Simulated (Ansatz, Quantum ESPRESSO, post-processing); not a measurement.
# Work function of Ir(100), 7 layers, part 5 of 6

How much energy does it take to lift an electron out of Ir(100), 7 layers, and how far do the settings matter?

Quantum ESPRESSO 7.5; plane-wave DFT, PBE, GBRV ultrasoft pseudopotentials; geometry and cross-check by Ansatz 0.2.0 with PAW datasets.

So far. Step 10 (Potential by pp.x): The upper face goes from 5.589 eV (PBE, GBRV) to 5.451 eV, a change of -0.138 eV. Step 12 (Electrostatic potential): The upper face goes from 5.589 eV (PBE, GBRV) to 5.639 eV, a change of +0.050 eV.

### 13. Ground state: Wu-Cohen, GBRV ultrasoft

Level of this step: plane-wave DFT, Wu-Cohen, GBRV ultrasoft pseudopotentials made under PBE (Quantum ESPRESSO 7.5). input_dft overrides the functional of the files.

File gbrv-wc.in:

```
&control
  prefix = 'gbrv-wc'
  outdir = './out'
  pseudo_dir = './pseudo'
  calculation = 'scf'
  tprnfor = .true.
/
&system
  ibrav = 0
  nat = 7
  ntyp = 1
  ecutwfc = 40
  ecutrho = 200
  input_dft = 'wc'
  occupations = 'smearing'
  smearing = 'mv'
  degauss = 0.02
/
&electrons
  conv_thr = 1e-07
  mixing_beta = 0.4
  electron_maxstep = 120
  mixing_mode = 'local-TF'
/
ATOMIC_SPECIES
  Ir  192.2170  ir_pbe_v1.2.uspp.F.UPF
CELL_PARAMETERS angstrom
  2.71529003980000 0.00000000000000 0.00000000000000
  0.00000000000000 2.71529003980000 0.00000000000000
  0.00000000000000 0.00000000000000 27.52000000000000
ATOMIC_POSITIONS crystal
  Ir  0.000000000000 0.000000000000 0.291339789773
  Ir  0.500000000000 0.500000000000 0.358702057317
  Ir  0.000000000000 0.000000000000 0.430232558100
  Ir  0.500000000000 0.500000000000 0.500000000000
  Ir  0.000000000000 0.000000000000 0.569767441900
  Ir  0.500000000000 0.500000000000 0.641297946423
  Ir  0.000000000000 0.000000000000 0.708660218422
K_POINTS automatic
  10 10 1 0 0 0
```

Command:

```
$ OMP_NUM_THREADS=1 mpirun -n 4 pw.x -nk 4 -in gbrv-wc.in > gbrv-wc.out
```

The log of the run:

```text
[banner, memory and clock lines left out]
Program PWSCF v.7.5 starts
[citation notice left out]

[...]
Message from routine setup:
[...]
bravais-lattice index     =            0
     lattice parameter (alat)  =       5.1312  a.u.
     unit-cell volume          =    1369.2334 (a.u.)^3
     number of atoms/cell      =            7
     number of atomic types    =            1
     number of electrons       =       105.00
     number of Kohn-Sham states=           64
     kinetic-energy cutoff     =      40.0000  Ry
     charge density cutoff     =     200.0000  Ry
     scf convergence threshold =      1.0E-07
     mixing beta               =       0.4000
     number of iterations used =            8  local-TF  mixing
     Exchange-correlation= WC
                           (   1   4  11   4   0   0   0)

[...]
PseudoPot. # 1 for Ir read from file:
     ./pseudo/ir_pbe_v1.2.uspp.F.UPF
     Pseudo is Ultrasoft + core correction, Zval = 15.0
     Generated by new atomic code, or converted to UPF format
     Using radial grid of  983 points,  7 beta functions with:
                l(1) =   0
                l(2) =   0
                l(3) =   1
                l(4) =   1
                l(5) =   1
                l(6) =   2
                l(7) =   2
     Q(r) pseudized with  8 coefficients,  rinner =    1.400   1.400   1.400
                                                       1.400   1.400

     atomic species   valence    mass     pseudopotential
     Ir               15.00   192.21700     Ir( 1.00)

     16 Sym. Ops., with inversion, found

[...]
number of k points=    21  Marzari-Vanderbilt smearing, width (Ry)=  0.0200
[...]
Dense  grid:    65599 G-vectors     FFT dimensions: (  24,  24, 240)

     Smooth grid:    46933 G-vectors     FFT dimensions: (  24,  24, 216)

     Initial potential from superposition of free atoms

     starting charge     101.4998, renormalised to     105.0000

     negative rho (up, down):  2.535E+00 0.000E+00
     Starting wfcs are   84 randomized atomic wfcs

     per-process dynamical memory:    85.1 Mb

     Self-consistent Calculation

     iteration #  1     ecut=    40.00 Ry     beta= 0.40
     Davidson diagonalization with overlap
     ethr =  1.00E-02,  avg # of iterations =  4.4

     negative rho (up, down):  2.275E+00 0.000E+00

     total energy              =   -1271.87660166 Ry
     estimated scf accuracy    <      16.16829416 Ry

     iteration #  2     ecut=    40.00 Ry     beta= 0.40
[...]
negative rho (up, down):  2.106E+00 0.000E+00

[...]
total energy              =   -1271.29315288 Ry
     estimated scf accuracy    <       2.92370872 Ry

     iteration #  3     ecut=    40.00 Ry     beta= 0.40
[...]
negative rho (up, down):  2.083E+00 0.000E+00

[...]
total energy              =   -1271.38459058 Ry
     estimated scf accuracy    <       0.28075207 Ry

     iteration #  4     ecut=    40.00 Ry     beta= 0.40
[...]
negative rho (up, down):  2.108E+00 0.000E+00

[...]
total energy              =   -1271.43285876 Ry
     estimated scf accuracy    <       0.01567632 Ry

     iteration #  5     ecut=    40.00 Ry     beta= 0.40
[...]
negative rho (up, down):  2.168E+00 0.000E+00

[...]
total energy              =   -1271.43178604 Ry
     estimated scf accuracy    <       0.00707087 Ry

     iteration #  6     ecut=    40.00 Ry     beta= 0.40
[...]
negative rho (up, down):  2.175E+00 0.000E+00

[...]
total energy              =   -1271.43184977 Ry
     estimated scf accuracy    <       0.00240165 Ry

[...]
iteration # 12     ecut=    40.00 Ry     beta= 0.40
[...]
negative rho (up, down):  2.158E+00 0.000E+00

[...]
total energy              =   -1271.43085448 Ry
     estimated scf accuracy    <       0.00001190 Ry

     iteration # 13     ecut=    40.00 Ry     beta= 0.40
[...]
negative rho (up, down):  2.158E+00 0.000E+00

[...]
total energy              =   -1271.43085535 Ry
     estimated scf accuracy    <       0.00000123 Ry

     iteration # 14     ecut=    40.00 Ry     beta= 0.40
[...]
negative rho (up, down):  2.159E+00 0.000E+00

[...]
total energy              =   -1271.43085558 Ry
     estimated scf accuracy    <       0.00000030 Ry

     iteration # 15     ecut=    40.00 Ry     beta= 0.40
[...]
negative rho (up, down):  2.159E+00 0.000E+00

[...]
End of self-consistent calculation

          k = 0.0000 0.0000 0.0000 (  5913 PWs)   bands (ev):

   -40.7973 -40.6713 -40.5453 -40.3854 -40.3854 -40.3301 -40.3180 -40.3180
   -40.2876 -40.2876 -40.1769 -40.1769 -40.1698 -40.1272 -40.1272 -39.5989
   -39.5986 -39.5611 -39.5611 -39.5611 -39.5611  -1.5804  -0.7689   0.2947
     1.4029   1.4191   1.9844   2.0791   2.2024   2.3645   2.8286   3.6058
     4.4331   5.0333   5.2414   5.4810   5.4810   5.9792   5.9792   6.3423
     6.6580   6.6580   6.6591   7.0905   7.6141   7.7169   7.7169   7.8906
     8.0921   8.3555   8.4122   8.6490   8.9134   8.9134   9.1747   9.6849
     9.8941   9.8941  10.0996  10.1500  10.2125  10.4568  10.4568  10.9325

          k = 0.0000 0.1000 0.0000 (  5863 PWs)   bands (ev):

   -40.7816 -40.6707 -40.5602 -40.4175 -40.3957 -40.3764 -40.3508 -40.3112
   -40.2832 -40.2694 -40.2372 -40.1757 -40.1663 -40.1504 -40.1292 -39.6024
   -39.6024 -39.5915 -39.5913 -39.5589 -39.5589  -1.2933  -0.5075   0.5240
     1.6128   1.6330   2.1972   2.2788   2.4079   2.5748   3.0189   3.7375
     4.4996   5.0183   5.3950   5.4828   5.5688   5.8170   5.8476   5.9917
     6.0357   6.5552   7.0156   7.2257   7.3808   7.4811   7.7643   7.9085
     7.9463   8.0956   8.1942   8.5034   8.6828   8.8927   8.9191   9.2301
     9.4964   9.8937   9.8993  10.1756  10.2308  10.4747  11.6534  12.6605

[...]
the Fermi energy is     9.1426 ev

!    total energy              =   -1271.43085560 Ry
     estimated scf accuracy    <       0.00000008 Ry
     smearing contrib. (-TS)   =       0.00053754 Ry
     internal energy E=F+TS    =   -1271.43139313 Ry

     The total energy is F=E-TS. E is the sum of the following terms:
     one-electron contribution =  -12070.24220747 Ry
     hartree contribution      =    6074.78266094 Ry
     xc contribution           =    -351.70660617 Ry
     ewald contribution        =    5075.73475956 Ry

     convergence has been achieved in  15 iterations

     negative rho (up, down):  2.159E+00 0.000E+00

     Forces acting on atoms (cartesian axes, Ry/au):

     atom    1 type  1   force =     0.00000000    0.00000000    0.01585520
     atom    2 type  1   force =     0.00000000    0.00000000   -0.00204491
     atom    3 type  1   force =     0.00000000    0.00000000   -0.01594170
     atom    4 type  1   force =     0.00000000    0.00000000    0.00000000
     atom    5 type  1   force =     0.00000000    0.00000000    0.01594170
     atom    6 type  1   force =     0.00000000    0.00000000    0.00204491
     atom    7 type  1   force =     0.00000000    0.00000000   -0.01585520

     Total force =     0.031928     Total SCF correction =     0.000379

[...]
```

Run time: 2.7 min. Hardware: 4 MPI ranks of Arm Neoverse N1, shared host; peak memory 0.6 GiB; 11 min of CPU time.

Numbers from this step:

```
free energy  : -17298.6980 eV
Fermi energy : 9.143 eV
```

### 14. Potential by pp.x

File gbrv-wc.pot.in:

```
&inputpp
  prefix = 'gbrv-wc'
  outdir = './out'
  filplot = 'gbrv-wc.pot.dat'
  plot_num = 11
/
```

Command:

```
$ OMP_NUM_THREADS=1 mpirun -n 4 pp.x -in gbrv-wc.pot.in > gbrv-wc.pot.out
```

The job ended after 1.2 s (4 MPI ranks; peak memory 0.1 GiB).

Numbers from this step:

```
work function of the upper face                                       : 5.708 eV
upper vacuum line continued to the top atoms, over the Fermi level    : 5.707 eV
work function of the lower face                                       : 5.708 eV
slope of the potential below                                          : -1.38e-4 eV/Å
lower vacuum line continued to the bottom atoms, over the Fermi level : 5.707 eV
```

The upper face goes from 5.589 eV (PBE, GBRV) to 5.708 eV, a change of +0.119 eV.

### 15. All levels side by side

All levels:

| level | upper face (eV) | lower face (eV) | dipole (e Å) | CPU time (s) |
| --- | --- | --- | --- | --- |
| QE PBE GBRV, periodic | 5.589 | 5.589 | - | 669.4 |
| QE PBE GBRV, ESM bc1 | 5.589 | 5.588 | - | 1221 |
| QE revPBE GBRV ultrasoft, periodic | 5.451 | 5.451 | - | 545.2 |
| QE PW91 GBRV ultrasoft, periodic | 5.639 | 5.639 | - | 653 |
| QE Wu-Cohen GBRV ultrasoft, periodic | 5.708 | 5.708 | - | 657.5 |
| Ansatz PBE PAW, sawtooth (time of the whole relaxation) | 5.584 | 5.584 | -9.34e-7 | 208.4 |

The times are CPU seconds on a shared host; the codes use unlike cutoffs, datasets and smearings, so their times compare unlike work.

[end of part 5 of 6]

[Logs are printed without paths, hosts, clocks, repeated set-up lines and the standing remarks that a program may print on its own settings, such as how far it seeks lower states.]

[Hosts, paths, dates, database ids (printed as entryN), source tags and the programs' standing remarks are cut or masked in the printed files.]

[Maps of the electrostatic potential energy from Ansatz leave out the sawtooth potential of an applied field or a dipole correction, so their vacuum need not be flat; planar profiles and work functions include it.]
